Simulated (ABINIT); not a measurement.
# RbGeH3 (Pm-3m): zone-centre phonons, part 3 of 4

Which modes does RbGeH3 (Pm-3m) have at the zone centre?

ABINIT 10.8.3; DFT PBE, scalar-relativistic, plane waves, PseudoDojo norm-conserving pseudopotentials.

So far. Step 5 (Relaxing the cell and atoms): The volume changes by -0.3 % in this run and stands -16.2 % from the first cell. Step 7 (Linear response at Γ): The acoustic modes at Γ come out as far as 5.9 cm⁻¹ from zero, where they should vanish, a small numerical error. The lowest optical mode is imaginary, 1638i cm⁻¹, an instability at this level and on this k mesh. The relaxed cell has a = 4.158 Å (conventional setting).

The structure was built from a prototype and need not be the compound's stable phase.

### Step 8. Zone-centre analysis

anaddb reads the merged derivatives and imposes the acoustic sum rule.

anaddb.abi

```
ddb_filepath "gamma_DDB"
output_file "anaddb.abo"
outdata_prefix "anaddb"
asr 1
chneut 1
enunit 2
eivec 1
nph1l 1
qph1l 0.0 0.0 0.0 1.0
```

mrgddb.in

```
gamma_DDB
merged
2
dfpt_gammao_DDB
gso_DDB
```

On the command line:

```
mrgddb < mrgddb.in > mrgddb.log
OMP_NUM_THREADS=1 anaddb anaddb.abi > anaddb.log
```

anaddb.abo, the main output file:

```text
-outvars_anaddb: echo values of input variables ----------------------

 Miscellaneous information :
      enunit         2
       eivec         1
         asr         1
 First list of wavevector (reduced coord.) :
       nph1l         1
       qph1l
                     0.00000000E+00  0.00000000E+00  0.00000000E+00    1.000E+00

================================================================================

 read the DDB information and perform some checks

  ==== Info on the Cryst% object ====
 Real(R)+Recip(G) space primitive vectors, cartesian coordinates (Bohr,Bohr^-1):
 R(1)=  7.8578288  0.0000000  0.0000000  G(1)=  0.1272616  0.0000000  0.0000000
 R(2)=  0.0000000  7.8578288  0.0000000  G(2)=  0.0000000  0.1272616  0.0000000
 R(3)=  0.0000000  0.0000000  7.8578288  G(3)=  0.0000000  0.0000000  0.1272616
 Unit cell volume ucvol=  4.8518536E+02 bohr^3
 Angles (23,13,12)=  9.00000000E+01  9.00000000E+01  9.00000000E+01 degrees
 Time-reversal symmetry is present
 Reduced atomic positions [iatom, xred, symbol]:
    1)    0.0000000  0.0000000  0.0000000  Rb
    2)    0.5000000  0.5000000  0.5000000  Ge
    3)    0.5000000  0.5000000  0.0000000   H
    4)    0.5000000  0.0000000  0.5000000   H
    5)    0.0000000  0.5000000  0.5000000   H

 DDB file with 3 blocks has been read.

================================================================================

 Treat the first list of vectors

  Phonon wavevector (reduced coordinates) :  0.00000  0.00000  0.00000
 Phonon energies in Hartree :
  -7.462120E-03 -7.462120E-03 -7.462120E-03  0.000000E+00  0.000000E+00
   0.000000E+00  4.928287E-04  4.928287E-04  4.928287E-04  3.073715E-03
   3.073715E-03  3.073715E-03  3.265377E-03  3.265377E-03  3.265377E-03
 Phonon energies in meV     :
- -2.030546E+02 -2.030546E+02 -2.030546E+02  0.000000E+00  0.000000E+00
-  0.000000E+00  1.341055E+01  1.341055E+01  1.341055E+01  8.364005E+01
-  8.364005E+01  8.364005E+01  8.885544E+01  8.885544E+01  8.885544E+01
 Phonon frequencies in cm-1    :
- -1.637746E+03 -1.637746E+03 -1.637746E+03  0.000000E+00  0.000000E+00
-  0.000000E+00  1.081634E+02  1.081634E+02  1.081634E+02  6.746025E+02
-  6.746025E+02  6.746025E+02  7.166674E+02  7.166674E+02  7.166674E+02
 Phonon frequencies in Thz     :
- -4.909839E+01 -4.909839E+01 -4.909839E+01  0.000000E+00  0.000000E+00
-  0.000000E+00  3.242657E+00  3.242657E+00  3.242657E+00  2.022407E+01
-  2.022407E+01  2.022407E+01  2.148515E+01  2.148515E+01  2.148515E+01
 Phonon energies in Kelvin  :
- -2.356351E+03 -2.356351E+03 -2.356351E+03  0.000000E+00  0.000000E+00
-  0.000000E+00  1.556230E+02  1.556230E+02  1.556230E+02  9.706025E+02
-  9.706025E+02  9.706025E+02  1.031125E+03  1.031125E+03  1.031125E+03

 Eigendisplacements
 (will be given, for each mode : in cartesian coordinates
   for each atom the real part of the displacement vector,
   then the imaginary part of the displacement vector - absolute values smaller than 1.0d-7 are set to zero)
  Mode number    1   Energy   -7.462120E-03
 Attention : low frequency mode.
   (Could be unstable or acoustic mode)
-  1  2.72238265E-05  0.00000000E+00  0.00000000E+00
-     0.00000000E+00  0.00000000E+00  0.00000000E+00
-  2  2.69129336E-04  0.00000000E+00  0.00000000E+00
-     0.00000000E+00  0.00000000E+00  0.00000000E+00
-  3  7.47913388E-04  0.00000000E+00  0.00000000E+00
-     0.00000000E+00  0.00000000E+00  0.00000000E+00
-  4  7.47913388E-04 -2.36771065E-06  0.00000000E+00
-     0.00000000E+00  0.00000000E+00  0.00000000E+00
-  5 -2.31917904E-02  0.00000000E+00  0.00000000E+00
-     0.00000000E+00  0.00000000E+00  0.00000000E+00
  Mode number    2   Energy   -7.462120E-03
 Attention : low frequency mode.
   (Could be unstable or acoustic mode)
-  1  0.00000000E+00 -2.72238265E-05  0.00000000E+00
-     0.00000000E+00  0.00000000E+00  0.00000000E+00
-  2  0.00000000E+00 -2.69129336E-04  0.00000000E+00
-     0.00000000E+00  0.00000000E+00  0.00000000E+00
-  3  0.00000000E+00 -7.47913388E-04  0.00000000E+00
-     0.00000000E+00  0.00000000E+00  0.00000000E+00
-  4  0.00000000E+00  2.31917904E-02  0.00000000E+00
-     0.00000000E+00  0.00000000E+00  0.00000000E+00
-  5 -2.36771065E-06 -7.47913388E-04  0.00000000E+00
-     0.00000000E+00  0.00000000E+00  0.00000000E+00
  Mode number    3   Energy   -7.462120E-03
 Attention : low frequency mode.
   (Could be unstable or acoustic mode)
-  1  0.00000000E+00  0.00000000E+00  2.72238266E-05
-     0.00000000E+00  0.00000000E+00  0.00000000E+00
-  2  0.00000000E+00  0.00000000E+00  2.69129338E-04
-     0.00000000E+00  0.00000000E+00  0.00000000E+00
-  3  0.00000000E+00  0.00000000E+00 -2.31917905E-02
-     0.00000000E+00  0.00000000E+00  0.00000000E+00
-  4  0.00000000E+00  0.00000000E+00  7.47913392E-04
-     0.00000000E+00  0.00000000E+00  0.00000000E+00
-  5  0.00000000E+00  0.00000000E+00  7.47913392E-04
-     0.00000000E+00  0.00000000E+00  0.00000000E+00
  Mode number    4   Energy    0.000000E+00
 Attention : low frequency mode.
   (Could be unstable or acoustic mode)
-  1  0.00000000E+00  0.00000000E+00  1.84530889E-03
-     0.00000000E+00  0.00000000E+00  0.00000000E+00
-  2  0.00000000E+00  0.00000000E+00  1.84531707E-03
-     0.00000000E+00  0.00000000E+00  0.00000000E+00
-  3  0.00000000E+00  0.00000000E+00  1.84531757E-03
-     0.00000000E+00  0.00000000E+00  0.00000000E+00
-  4  0.00000000E+00  0.00000000E+00  1.84532267E-03
-     0.00000000E+00  0.00000000E+00  0.00000000E+00
-  5  0.00000000E+00  0.00000000E+00  1.84532267E-03
-     0.00000000E+00  0.00000000E+00  0.00000000E+00
  Mode number    5   Energy    0.000000E+00
 Attention : low frequency mode.
   (Could be unstable or acoustic mode)
-  1  0.00000000E+00  1.84530889E-03  0.00000000E+00
-     0.00000000E+00  0.00000000E+00  0.00000000E+00
-  2  0.00000000E+00  1.84531707E-03  0.00000000E+00
-     0.00000000E+00  0.00000000E+00  0.00000000E+00
-  3  0.00000000E+00  1.84532267E-03  0.00000000E+00
-     0.00000000E+00  0.00000000E+00  0.00000000E+00
-  4  0.00000000E+00  1.84531757E-03  0.00000000E+00
-     0.00000000E+00  0.00000000E+00  0.00000000E+00
-  5  0.00000000E+00  1.84532267E-03  0.00000000E+00
-     0.00000000E+00  0.00000000E+00  0.00000000E+00
  Mode number    6   Energy    0.000000E+00
 Attention : low frequency mode.
   (Could be unstable or acoustic mode)
-  1  1.84530889E-03  0.00000000E+00  0.00000000E+00
-     0.00000000E+00  0.00000000E+00  0.00000000E+00
-  2  1.84531707E-03  0.00000000E+00  0.00000000E+00
-     0.00000000E+00  0.00000000E+00  0.00000000E+00
-  3  1.84532267E-03  0.00000000E+00  0.00000000E+00
-     0.00000000E+00  0.00000000E+00  0.00000000E+00
-  4  1.84532267E-03  0.00000000E+00  0.00000000E+00
-     0.00000000E+00  0.00000000E+00  0.00000000E+00
-  5  1.84531757E-03  0.00000000E+00  0.00000000E+00
-     0.00000000E+00  0.00000000E+00  0.00000000E+00
  Mode number    7   Energy    4.928287E-04
-  1  0.00000000E+00  0.00000000E+00 -1.73358278E-03
-     0.00000000E+00  0.00000000E+00  0.00000000E+00
-  2  0.00000000E+00  0.00000000E+00  1.98640791E-03
-     0.00000000E+00  0.00000000E+00  0.00000000E+00
-  3  0.00000000E+00  0.00000000E+00  1.56339309E-03
-     0.00000000E+00  0.00000000E+00  0.00000000E+00
-  4  0.00000000E+00  0.00000000E+00  1.16869895E-03
-     0.00000000E+00  0.00000000E+00  0.00000000E+00
-  5  0.00000000E+00  0.00000000E+00  1.16869895E-03
-     0.00000000E+00  0.00000000E+00  0.00000000E+00
  Mode number    8   Energy    4.928287E-04
-  1  1.99410918E-07  1.73358277E-03  0.00000000E+00
-     0.00000000E+00  0.00000000E+00  0.00000000E+00
-  2 -2.28492940E-07 -1.98640790E-03  0.00000000E+00
-     0.00000000E+00  0.00000000E+00  0.00000000E+00
-  3 -1.34433344E-07 -1.16869894E-03  0.00000000E+00
-     0.00000000E+00  0.00000000E+00  0.00000000E+00
-  4 -1.34433344E-07 -1.56339308E-03  0.00000000E+00
-     0.00000000E+00  0.00000000E+00  0.00000000E+00
-  5 -1.79834303E-07 -1.16869894E-03  0.00000000E+00
-     0.00000000E+00  0.00000000E+00  0.00000000E+00
  Mode number    9   Energy    4.928287E-04
-  1  1.73358277E-03 -1.99411165E-07  0.00000000E+00
-     0.00000000E+00  0.00000000E+00  0.00000000E+00
-  2 -1.98640790E-03  2.28493222E-07  0.00000000E+00
-     0.00000000E+00  0.00000000E+00  0.00000000E+00
-  3 -1.16869894E-03  1.34433510E-07  0.00000000E+00
-     0.00000000E+00  0.00000000E+00  0.00000000E+00
-  4 -1.16869894E-03  1.79834525E-07  0.00000000E+00
-     0.00000000E+00  0.00000000E+00  0.00000000E+00
-  5 -1.56339308E-03  1.34433510E-07  0.00000000E+00
-     0.00000000E+00  0.00000000E+00  0.00000000E+00
  Mode number   10   Energy    3.073715E-03
-  1  0.00000000E+00  0.00000000E+00  0.00000000E+00
-     0.00000000E+00  0.00000000E+00  0.00000000E+00
-  2  0.00000000E+00  0.00000000E+00  0.00000000E+00
-     0.00000000E+00  0.00000000E+00  0.00000000E+00
-  3  0.00000000E+00  0.00000000E+00  0.00000000E+00
-     0.00000000E+00  0.00000000E+00  0.00000000E+00
-  4  0.00000000E+00  0.00000000E+00 -1.64963405E-02
-     0.00000000E+00  0.00000000E+00  0.00000000E+00
-  5  0.00000000E+00  0.00000000E+00  1.64963405E-02
-     0.00000000E+00  0.00000000E+00  0.00000000E+00
  Mode number   11   Energy    3.073715E-03
-  1  0.00000000E+00  0.00000000E+00  0.00000000E+00
-     0.00000000E+00  0.00000000E+00  0.00000000E+00
-  2  0.00000000E+00  0.00000000E+00  0.00000000E+00
-     0.00000000E+00  0.00000000E+00  0.00000000E+00
-  3  2.88458027E-06 -1.64963402E-02  0.00000000E+00
-     0.00000000E+00  0.00000000E+00  0.00000000E+00
-  4 -2.88458027E-06  0.00000000E+00  0.00000000E+00
-     0.00000000E+00  0.00000000E+00  0.00000000E+00
-  5  0.00000000E+00  1.64963402E-02  0.00000000E+00
-     0.00000000E+00  0.00000000E+00  0.00000000E+00
  Mode number   12   Energy    3.073715E-03
-  1  0.00000000E+00  0.00000000E+00  0.00000000E+00
-     0.00000000E+00  0.00000000E+00  0.00000000E+00
-  2  0.00000000E+00  0.00000000E+00  0.00000000E+00
-     0.00000000E+00  0.00000000E+00  0.00000000E+00
-  3  1.64963402E-02  2.88458027E-06  0.00000000E+00
-     0.00000000E+00  0.00000000E+00  0.00000000E+00
-  4 -1.64963402E-02  0.00000000E+00  0.00000000E+00
-     0.00000000E+00  0.00000000E+00  0.00000000E+00
-  5  0.00000000E+00 -2.88458027E-06  0.00000000E+00
-     0.00000000E+00  0.00000000E+00  0.00000000E+00
  Mode number   13   Energy    3.265377E-03
-  1  0.00000000E+00  0.00000000E+00 -8.56812172E-05
-     0.00000000E+00  0.00000000E+00  0.00000000E+00
-  2  0.00000000E+00  0.00000000E+00 -3.62924702E-04
-     0.00000000E+00  0.00000000E+00  0.00000000E+00
-  3  0.00000000E+00 -5.15637023E-07  7.41589667E-04
-     0.00000000E+00  0.00000000E+00  0.00000000E+00
-  4  0.00000000E+00  0.00000000E+00  1.63339769E-02
-     0.00000000E+00  0.00000000E+00  0.00000000E+00
-  5  0.00000000E+00 -5.15637023E-07  1.63339769E-02
-     0.00000000E+00  0.00000000E+00  0.00000000E+00
  Mode number   14   Energy    3.265377E-03
-  1  0.00000000E+00 -8.56812172E-05  0.00000000E+00
-     0.00000000E+00  0.00000000E+00  0.00000000E+00
-  2  0.00000000E+00 -3.62924702E-04  0.00000000E+00
-     0.00000000E+00  0.00000000E+00  0.00000000E+00
-  3 -5.14131074E-07  1.63339769E-02  0.00000000E+00
-     0.00000000E+00  0.00000000E+00  0.00000000E+00
-  4 -5.14131074E-07  7.41589666E-04  5.15635283E-07
-     0.00000000E+00  0.00000000E+00  0.00000000E+00
-  5  0.00000000E+00  1.63339769E-02  5.15635283E-07
-     0.00000000E+00  0.00000000E+00  0.00000000E+00
  Mode number   15   Energy    3.265377E-03
-  1  8.56812172E-05  0.00000000E+00  0.00000000E+00
-     0.00000000E+00  0.00000000E+00  0.00000000E+00
-  2  3.62924702E-04  0.00000000E+00  0.00000000E+00
-     0.00000000E+00  0.00000000E+00  0.00000000E+00
-  3 -1.63339769E-02 -5.14129329E-07  0.00000000E+00
-     0.00000000E+00  0.00000000E+00  0.00000000E+00
-  4 -1.63339769E-02  0.00000000E+00  0.00000000E+00
-     0.00000000E+00  0.00000000E+00  0.00000000E+00
-  5 -7.41589667E-04 -5.14129329E-07  0.00000000E+00
-     0.00000000E+00  0.00000000E+00  0.00000000E+00

 Analysis of degeneracies and characters (maximum tolerance=1.00E-06 a.u.)
 For each vibration mode, or group of modes if degenerate,
 the characters are given for each symmetry operation (see the list in the log file).
 Symmetry characters of vibration mode #   1
       degenerate with vibration modes #   2 to    3
  3.0 -3.0 -1.0  1.0 -1.0  1.0 -1.0  1.0  1.0 -1.0 -1.0  1.0  1.0 -1.0 -1.0  1.0
  0.0 -0.0  0.0 -0.0 -0.0  0.0 -0.0  0.0  1.0 -1.0 -1.0  1.0 -1.0  1.0  1.0 -1.0
  0.0 -0.0 -0.0  0.0 -0.0  0.0  0.0 -0.0  1.0 -1.0  1.0 -1.0 -1.0  1.0 -1.0  1.0
 Symmetry characters of vibration mode #   4
       degenerate with vibration modes #   5 to    6
  3.0 -3.0 -1.0  1.0 -1.0  1.0 -1.0  1.0  1.0 -1.0 -1.0  1.0  1.0 -1.0 -1.0  1.0
 -0.0  0.0 -0.0  0.0  0.0 -0.0  0.0 -0.0  1.0 -1.0 -1.0  1.0 -1.0  1.0  1.0 -1.0
 -0.0  0.0  0.0 -0.0  0.0 -0.0 -0.0  0.0  1.0 -1.0  1.0 -1.0 -1.0  1.0 -1.0  1.0
 Symmetry characters of vibration mode #   7
       degenerate with vibration modes #   8 to    9
  3.0 -3.0 -1.0  1.0 -1.0  1.0 -1.0  1.0  1.0 -1.0 -1.0  1.0  1.0 -1.0 -1.0  1.0
  0.0 -0.0  0.0 -0.0 -0.0  0.0 -0.0  0.0  1.0 -1.0 -1.0  1.0 -1.0  1.0  1.0 -1.0
  0.0 -0.0 -0.0  0.0 -0.0  0.0  0.0 -0.0  1.0 -1.0  1.0 -1.0 -1.0  1.0 -1.0  1.0
 Symmetry characters of vibration mode #  10
       degenerate with vibration modes #  11 to   12
  3.0 -3.0 -1.0  1.0 -1.0  1.0 -1.0  1.0 -1.0  1.0  1.0 -1.0 -1.0  1.0  1.0 -1.0
 -0.0  0.0 -0.0  0.0  0.0 -0.0  0.0 -0.0 -1.0  1.0  1.0 -1.0  1.0 -1.0 -1.0  1.0
 -0.0  0.0  0.0 -0.0  0.0 -0.0 -0.0  0.0 -1.0  1.0 -1.0  1.0  1.0 -1.0  1.0 -1.0
 Symmetry characters of vibration mode #  13
       degenerate with vibration modes #  14 to   15
  3.0 -3.0 -1.0  1.0 -1.0  1.0 -1.0  1.0  1.0 -1.0 -1.0  1.0  1.0 -1.0 -1.0  1.0
 -0.0  0.0 -0.0  0.0  0.0 -0.0  0.0 -0.0  1.0 -1.0 -1.0  1.0 -1.0  1.0  1.0 -1.0
 -0.0  0.0  0.0 -0.0  0.0 -0.0 -0.0  0.0  1.0 -1.0  1.0 -1.0 -1.0  1.0 -1.0  1.0
-
```

Wall time 0.57 s (1 thread of Arm Neoverse N1, shared host).

Read from the output:

- highest optical zone-centre mode (no LO-TO term): 716.7 cm⁻¹

No LO-TO term; unit eigenvectors of the mass-weighted matrix, from anaddb's displacements. Modes at Γ, with each element's share of the kinetic energy (negative means imaginary):

| mode | frequency (cm⁻¹) | symmetry | Rb % | Ge % | H % |
| --- | --- | --- | --- | --- | --- |
| 1 | -1637.7 | T1u | 0 | 1 | 99 |
| 2 | -1637.7 | T1u | 0 | 1 | 99 |
| 3 | -1637.7 | T1u | 0 | 1 | 99 |
| 4 | 0.0 | acoustic | 53 | 45 | 2 |
| 5 | 0.0 | acoustic | 53 | 45 | 2 |
| 6 | 0.0 | acoustic | 53 | 45 | 2 |
| 7 | 108.2 | T1u | 47 | 52 | 1 |
| 8 | 108.2 | T1u | 47 | 52 | 1 |
| 9 | 108.2 | T1u | 47 | 52 | 1 |
| 10 | 674.6 | T2u | 0 | 0 | 100 |
| 11 | 674.6 | T2u | 0 | 0 | 100 |
| 12 | 674.6 | T2u | 0 | 0 | 100 |
| 13 | 716.7 | T1u | 0 | 2 | 98 |
| 14 | 716.7 | T1u | 0 | 2 | 98 |
| 15 | 716.7 | T1u | 0 | 2 | 98 |

Displacements in mode 3 (-1637.7 cm⁻¹), the largest set to 1:
```
Rb1  0.00  0.00  0.00
Ge2  0.00  0.00  0.01
H3   0.00  0.00 -1.00
H4   0.00  0.00  0.03
H5   0.00  0.00  0.03
```

Displacements in mode 10 (674.6 cm⁻¹), the largest set to 1:
```
Rb1  0.00  0.00  0.00
Ge2  0.00  0.00  0.00
H3   0.00  0.00  0.00
H4   0.00  0.00 -1.00
H5   0.00  0.00  1.00
```

The rule moves no optical mode by more than 0.3 cm⁻¹.

(Continued in part 4 of 4.)

[Host names and launcher messages were left out of these logs when they were recorded.]

[Logs are printed without paths, hosts, clocks, repeated set-up lines and the standing remarks that a program may print on its own settings, such as how far it seeks lower states.]

[Hosts, paths, dates, database ids (printed as entryN), source tags and the programs' standing remarks are cut or masked in the printed files.]
